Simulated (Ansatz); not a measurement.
# A hypothetical structure for NaMg6As, part 2 of 2

Starting from a made-up structure for NaMg6As, the aim is the relaxed cell, its shortest contacts and, where a second run follows, its electronic structure.

Ansatz 0.2.0; DFT, PBEsol, plane-wave PAW, files of the set soft_1, scalar-relativistic, no spin, cell and ions relaxed at zero pressure; PAW set soft_1 (the session's first sound run).

So far: The starting structure; Relaxation of the guess. The relaxed cell has a, b, c = 4.905, 6.316, 11.565 Å (conventional setting).

### Step 3. Bands of the relaxed cell

A second self-consistent run takes a narrower smearing and the mesh shown in its input; the bands follow along the standard path of the relaxed lattice.

This step: DFT, PBEsol, plane-wave PAW, files of the set soft_1, scalar-relativistic, no spin, bands and density of states at the relaxed cell; PAW set soft_1 (Ansatz 0.2.0).

Contents of input.yaml:

```yaml
crystal:
  lattice:
    - [4.9049632775, 0.0, 0.0]
    - [0.0, 3.1581064269, 5.7823984221]
    - [0.0, -3.1581064269, 5.7823984221]
  atoms:
    - { symbol: As, position: [0.5, 0.6424014282, 0.6424014282] }
    - { symbol: Mg, position: [0.5, 0.1813578277, 0.1813578277] }
    - { symbol: Mg, position: [0.5, 0.1856918714, 0.6783534831] }
    - { symbol: Mg, position: [0.5, 0.6783534831, 0.1856918714] }
    - { symbol: Mg, position: [0.0, 0.3417133887, 0.3417133887] }
    - { symbol: Mg, position: [0.0, 0.3309769927, 0.8341508896] }
    - { symbol: Mg, position: [0.0, 0.8341508896, 0.3309769927] }
    - { symbol: Na, position: [0.0, 0.8189541187, 0.8189541187] }
kpoints:
  mp_grid: { grid: [6, 6, 6] }
  band_path:
    path:
      - [[0.0, 0.0, 0.0], [0.0, 0.32457229, -0.32457229], [0.0, 0.0, -0.5], [-0.5, 0.0, -0.5], [-0.5, 0.32457229, -0.32457229], [-0.5, 0.0, 0.0], [0.0, 0.0, 0.0], [0.0, -0.5, -0.5], [0.0, -0.32457229, -0.67542771], [-0.5, -0.32457229, -0.67542771], [-0.5, -0.5, -0.5], [0.0, -0.5, -0.5]]
      - [[-0.5, 0.0, 0.0], [-0.5, -0.5, -0.5]]
    npoints: 6
scf:
  occupations: { method: fermi_dirac, width: 0.03 }
  n_extra_bands: 12
hamiltonian:
  xc: pbesol
  pseudopotentials: { kind: paw, azcp: { folder: soft_1 }, xc_functional: pbe }
output:
  forces: true
  stress: true
  write_bands: true
  dos: { projected: true }
  write_density: true
  write_potential: true
  elf: true
  volumetric_format: npy
```

Launch:

```sh
$ ansatz run input.yaml --threads 4 --pin off --max-ram 10240MiB --backend cpu --events-out ev --progress --plain --runs-dir out
```

Numbers of over 12 decimals in the logs are rounded to 6 here.

Output:

```text
[...]
Crystal: 8 atoms, lattice volume = 179.143 Å³
Basis set: ecut = 420 eV, 3521 PW (Γ), exchange–correlation on 72×90×90 points (8 copies of the dense FFT grid, shifted against one another)
Bands: 54, of which v1, the nominal top of the filled ones, is band 42 counted from 1 (41 counted from 0)
Symmetry: 4 space group operations
[...]
k-points: 52 of 216 (time reversal used)
[...]
SCF iter   1: F=—  HF=-17763.660132 eV  |F-HF|=—  |Δ(HF+E_count)|=         —  Δρ=3.88e-2  dr2=8.56e0  ethr=3.10e-3  ⟨swp⟩=8.2  Hψ=12228  notcnv=0  defer=37
[...]
SCF iter  11: F=-17761.576311 eV  HF=-17761.576311 eV  |F-HF|=1.43e-8  |Δ(HF+E_count)|=   4.87e-8  Δρ=2.44e-6  dr2=2.19e-8  ethr=1.19e-10  ⟨swp⟩=8.1  Hψ=15421  notcnv=0
SCF 1 converged in 11 iterations: F = -17761.576311 eV  dr2 = 2.19e-8
[...]
NSCF: frozen V_eff on 74 k-points
SCF converged after 11 iterations
Free energy (F): -17761.576311 eV
[...]
Internal energy: -17761.570094 eV  (E = F + TS)
E sigma→0 (E₀):  -17761.573203 eV
Entropy (-TS):   -0.006216 eV (-0.777 meV/atom)
Fermi energy:    6.026450 eV
[...]
--- Forces (eV/Å), atoms counted from 1 ---
  atom   1  As     0.00000000     0.00000000     0.02660895
  atom   2  Mg     0.00000000     0.00000000     0.02962714
  atom   3  Mg     0.00000000     0.00914978    -0.02301687
  atom   4  Mg    -0.00000000    -0.00914978    -0.02301687
  atom   5  Mg    -0.00000000     0.00000000    -0.02921011
  atom   6  Mg    -0.00000000     0.00061928     0.01071069
  atom   7  Mg     0.00000000    -0.00061928     0.01071069
  atom   8  Na    -0.00000000     0.00000000    -0.00247938
  max |Σ_I F_I| component: 6.58e-5 eV/Å
--- Stress (GPa, compression-positive) ---
        0.375891      -0.000000      -0.000000
       -0.000000      -0.242865      -0.000000
       -0.000000      -0.000000      -0.151698
  P = ⅓ Tr σ = -0.0062 GPa (-0.062 kbar)
--- Band table (eV; the first three rows and the last of 52) ---
  k-point 0: bands = [... 38 lower, 3.5446, 4.2601, 4.2912, 5.2461, 6.6776, 8.1810, 8.4017, 8.4420, ... 8 higher]
  k-point 1: bands = [... 38 lower, 3.4106, 4.2234, 5.2949, 5.4859, 6.4921, 7.3572, 7.9828, 8.2495, ... 8 higher]
  k-point 2: bands = [... 38 lower, 3.7684, 5.0449, 5.4140, 6.1402, 6.2517, 7.2511, 7.4483, 7.7783, ... 8 higher]
  k-point 51: bands = [... 38 lower, 3.1784, 3.9530, 4.5620, 5.6078, 7.0265, 7.5181, 7.9541, 8.2816, ... 8 higher]
```

Elapsed: 45 s, on 4 threads of Arm Neoverse N1, shared host; peak memory 0.88 GiB; 2.9 min of CPU time.

The column dr2 measures how far the density is from self-consistency, as an energy; F and HF (Harris–Foulkes) agree once it is small.

Numbers from this step:

```
free energy             : -17761.5763 eV
energy at zero smearing : -17761.5732 eV
smearing term TS        : 0.006216 eV
Fermi energy            : 6.026 eV
pressure                : -0.006224 GPa
```

From bands.tsv, the bands that come nearest the Fermi level along the path, at its corners, in eV from the Fermi level:

```
point  band 39  band 40  band 41  band 42  band 43  band 44  band 45  band 46
    Γ    -2.48    -1.77    -1.74    -0.78     0.65     2.15     2.38     2.42
    X    -1.97    -1.73    -0.08     0.15     0.47     0.62     0.97     2.02
    S    -1.48    -1.26    -0.39    -0.06     0.73     0.96     1.25     1.39
    R    -2.63    -2.22    -1.42    -0.42     0.92     1.47     1.59     2.26
    A    -3.07    -1.24    -0.91    -0.41    -0.26     0.97     2.09     2.76
    Z    -2.28    -1.29    -1.24    -0.67    -0.45    -0.35    -0.20    -0.13
    Γ    -2.48    -1.77    -1.74    -0.78     0.65     2.15     2.38     2.42
    Y    -1.22    -1.15    -0.26     0.15     0.88     1.06     1.20     1.41
   X1    -1.97    -1.73    -0.08     0.15     0.47     0.62     0.97     2.02
   A1    -3.07    -1.24    -0.91    -0.41    -0.26     0.97     2.09     2.76
    T    -2.85    -2.07    -1.46    -0.42     1.00     1.49     1.93     2.26
    Y    -1.22    -1.15    -0.26     0.15     0.88     1.06     1.20     1.41
    Z    -2.28    -1.29    -1.24    -0.67    -0.45    -0.35    -0.20    -0.13
    T    -2.85    -2.07    -1.46    -0.42     1.00     1.49     1.93     2.26
```

Counts of states for the cell as run, both spins, by energy window (eV from the Fermi level):

```
from  to  total
  -8  -7   0.00
  -7  -6   0.00
  -6  -5   1.98
  -5  -4   2.10
  -4  -3   2.61
  -3  -2   3.18
  -2  -1   3.02
  -1   0   3.10
   0   1   3.12
   1   2   4.06
   2   3   3.98
   3   4   4.30
```

Below -8 eV lie 68.0 more states.

ELF in the ac plane of the conventional cell at fractional y = 0.000, with atoms of As and Mg and Na within 0.2 Å of it. It is the smooth field of the valence electrons, not physical close to the nuclei.

Values, 24 rows by 14 columns, each cell a mean:
```
0.25 0.29 0.36 0.47 0.58 0.68 0.73 0.74 0.71 0.63 0.52 0.41 0.32 0.26
0.07 0.10 0.20 0.39 0.58 0.69 0.74 0.75 0.72 0.64 0.49 0.28 0.14 0.08
0.29 0.18 0.06 0.16 0.41 0.57 0.63 0.64 0.61 0.50 0.28 0.08 0.11 0.25
0.46 0.50 0.22 0.05 0.18 0.33 0.38 0.39 0.36 0.26 0.09 0.08 0.41 0.50
0.38 0.52 0.27 0.04 0.13 0.25 0.30 0.31 0.28 0.19 0.07 0.10 0.47 0.47
0.44 0.31 0.09 0.12 0.35 0.52 0.59 0.60 0.56 0.44 0.22 0.06 0.20 0.40
0.08 0.08 0.18 0.43 0.64 0.70 0.70 0.69 0.70 0.69 0.55 0.28 0.11 0.07
0.24 0.30 0.45 0.63 0.69 0.61 0.39 0.34 0.51 0.67 0.68 0.54 0.36 0.26
0.39 0.42 0.51 0.64 0.66 0.48 0.16 0.12 0.31 0.61 0.66 0.58 0.45 0.40
0.39 0.40 0.44 0.56 0.63 0.59 0.42 0.37 0.51 0.63 0.60 0.49 0.41 0.39
0.37 0.35 0.33 0.39 0.52 0.62 0.66 0.66 0.65 0.57 0.44 0.34 0.33 0.36
0.40 0.35 0.28 0.26 0.33 0.45 0.55 0.57 0.51 0.38 0.28 0.26 0.32 0.39
0.42 0.40 0.34 0.29 0.28 0.32 0.37 0.38 0.35 0.30 0.28 0.31 0.37 0.41
0.15 0.19 0.30 0.40 0.41 0.41 0.41 0.41 0.41 0.41 0.41 0.36 0.23 0.16
0.26 0.19 0.12 0.37 0.56 0.59 0.59 0.59 0.59 0.59 0.49 0.20 0.13 0.24
0.17 0.30 0.13 0.29 0.62 0.70 0.71 0.71 0.70 0.68 0.49 0.13 0.24 0.25
0.28 0.24 0.12 0.38 0.65 0.67 0.64 0.63 0.66 0.68 0.55 0.19 0.17 0.28
0.14 0.17 0.34 0.55 0.51 0.30 0.19 0.17 0.23 0.41 0.57 0.46 0.23 0.15
0.52 0.57 0.63 0.54 0.22 0.16 0.26 0.27 0.22 0.13 0.40 0.62 0.60 0.53
0.72 0.71 0.69 0.50 0.14 0.26 0.25 0.18 0.31 0.14 0.30 0.65 0.71 0.71
0.72 0.72 0.70 0.57 0.22 0.15 0.26 0.26 0.21 0.13 0.41 0.67 0.71 0.72
0.64 0.64 0.64 0.60 0.45 0.24 0.15 0.14 0.18 0.35 0.55 0.63 0.64 0.64
0.51 0.52 0.53 0.53 0.53 0.53 0.51 0.51 0.52 0.53 0.53 0.53 0.52 0.52
0.38 0.40 0.43 0.48 0.54 0.61 0.66 0.67 0.64 0.57 0.50 0.45 0.41 0.39
```
Columns run along a (4.9 Å), rows up along c (11.6 Å), edges of the conventional cell, whose origin can differ from the input's. Atoms in or near the plane, at fractional coordinates: As at (0.50, 0.64), Mg at (0.50, 0.18), Mg at (0.00, 0.34), Na at (0.00, 0.82).

Electrostatic potential energy in the ac plane of the conventional cell at fractional y = 0.000, with atoms of As and Mg and Na within 0.2 Å of it. With pseudopotentials it is smooth inside the atoms' cores, unlike the true potential.

Ten even steps from '_' (-62 eV) to '@' (9 eV), each cell a mean:
```
@@@@@@@@@@@@@@@@@@@@@@@@@@@@
@@@@@@@@@@@@@@@@@@@@@@@@@@@@
##%%@@@@@@@@@@@@@@@@@@@@@@%%
..==%%@@@@@@@@@@@@@@@@@@**..
__::%%@@@@@@@@@@@@@@@@@@++__
++##@@@@@@@@@@@@@@@@@@@@%%**
@@@@@@@@@@%%%%##%%@@@@@@@@@@
@@@@@@@@%%##%%@@%%##@@@@@@@@
@@@@@@@@##%%@@@@@@##%%@@@@@@
@@@@@@@@%%##%%%%####@@@@@@@@
@@@@@@@@@@@@%%%%%%@@@@@@@@@@
@@@@@@@@@@@@@@@@@@@@@@@@@@@@
@@@@@@@@@@@@@@@@@@@@@@@@@@@@
%%@@@@@@@@@@@@@@@@@@@@@@@@%%
--++%%@@@@@@@@@@@@@@@@@@##--
__..##@@@@@@@@@@@@@@@@%%==__
..==%%@@@@@@@@@@@@@@@@%%**::
##%%@@@@@@@@%%%%%%@@@@@@%%%%
@@@@@@@@%%**::::==%%@@@@@@@@
@@@@@@@@%%==____..##@@@@@@@@
@@@@@@@@%%**--::++%%@@@@@@@@
@@@@@@@@@@@@%%%%%%@@@@@@@@@@
@@@@@@@@@@@@@@@@@@@@@@@@@@@@
@@@@@@@@@@@@@@@@@@@@@@@@@@@@
```
Columns run along a (4.9 Å; values clipped at the 3rd and 97th percentile), rows up along c (11.6 Å), edges of the conventional cell, whose origin can differ from the input's. Atoms in or near the plane, at fractional coordinates: As at (0.50, 0.64), Mg at (0.50, 0.18), Mg at (0.00, 0.34), Na at (0.00, 0.82).

Valence density in the ac plane of the conventional cell at fractional y = 0.000, with atoms of As and Mg and Na within 0.2 Å of it. It is the smooth field of the valence electrons, not physical close to the nuclei.

Ten steps, logarithmic in the rise over the least value, from '_' (0 e/Å³) to '@' (33 e/Å³), each cell a mean:
```
____________________________
____________________________
::________________________..
##++..__________________--##
%%**..__________________==##
==::____________________..--
__________..::::....________
________..--**##++::..______
________..==@@@@##::..______
________..::++**==....______
__________..........________
____________________________
____________________________
____________________________
++--____________________..==
@@**..__________________==%%
##==____________________::**
..__________________________
__________::++**==__________
__________==%%@@**..________
__________..++**--__________
____________________________
____________________________
____________________________
```
Columns run along a (4.9 Å), rows up along c (11.6 Å), edges of the conventional cell, whose origin can differ from the input's. Atoms in or near the plane, at fractional coordinates: As at (0.50, 0.64), Mg at (0.50, 0.18), Mg at (0.00, 0.34), Na at (0.00, 0.82).

### Step 4. What came out

```yaml
space_group_relaxed: Amm2
conventional_cell: a = 4.905, b = 6.316, c = 11.565 Å; α = 90.0°, β = 90.0°, γ = 90.0°
volume_per_atom: 22.39 Å³ (guess 23.45)
```

NaMg6As relaxes to Amm2 with a = 4.905, b = 6.316 and c = 11.565 Å. The guessed volume was 5 % too large. The space group Amm2 was held in the relaxation, so the end point is a stationary structure within it and may be a saddle against distortions or other arrangements. Bands cross the Fermi level, so it is a metal or semimetal at this level. On the 6×6×6 mesh with the narrower smearing (relaxed on 5×5×5) the largest force component is 0.030 eV/Å and the largest stress component is 0.376 GPa, against the relaxation's thresholds of 0.015 eV/Å and 0.05 GPa. The cutoff wasn't tested. No dispersion term is used, so weakly bound directions may come out too long. Nothing here tests whether the compound is stable against decomposition.

[Logs are printed without paths, hosts, clocks, repeated set-up lines and the standing remarks that a program may print on its own settings, such as how far it seeks lower states.]

[Hosts, paths, dates, database ids (printed as entryN), source tags and the programs' standing remarks are cut or masked in the printed files.]
